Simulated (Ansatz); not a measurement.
In doubt: one-shot GW on d or f shells is unsure, so the values of those runs are not to be relied on.

Rows from a G0W0 calculation on AgCl (Fm-3m) (Ansatz 0.2.0; G0W0 on PBE, plane waves, PAW; 6×6×6 mesh, 177 empty bands, screening to 150 eV), in eV. Spin-orbit coupling is left out.

```csv
row,Σx,Σc,Vxc,Z
A,-9.99,-5.59,-16.16,0.73
B,-5.76,-4.01,-9.94,0.81
C,-20.95,3.15,-16.87,0.74
D,-7.95,-4.83,-13.34,0.77
E,-30.34,3.86,-25.54,0.76
F,-8.30,-3.94,-12.45,0.81
```

Q: Which rows are filled states and which are empty ones, and how can one tell?

Filled: C and E. Empty: A, B, D and F. The sign of Σc tells: for a filled state bare exchange, which holds its interaction with itself, lies below Vxc (Σx − Vxc is -4.1 eV or lower here) and screening gives part back as a positive Σc. For an empty state Σx lies above Vxc (+4.2 eV or more) and the Coulomb hole leaves Σc negative.

[Paths, hosts, dates, memory and timing lines, banners, echoed tables and standing remarks are left out of the program output.]

[Logs are printed without paths, hosts, clocks, repeated set-up lines and the standing remarks that a program may print on its own settings, such as how far it seeks lower states.]

[Runs of the session that timed out or met a known fault of the program may be left out.]

[Cells called generated may have been cut or substituted from an entry of the Crystallography Open Database or the Materials Project.]

[Hosts, paths, dates, database ids (printed as entryN), source tags and the programs' standing remarks are cut or masked in the printed files.]
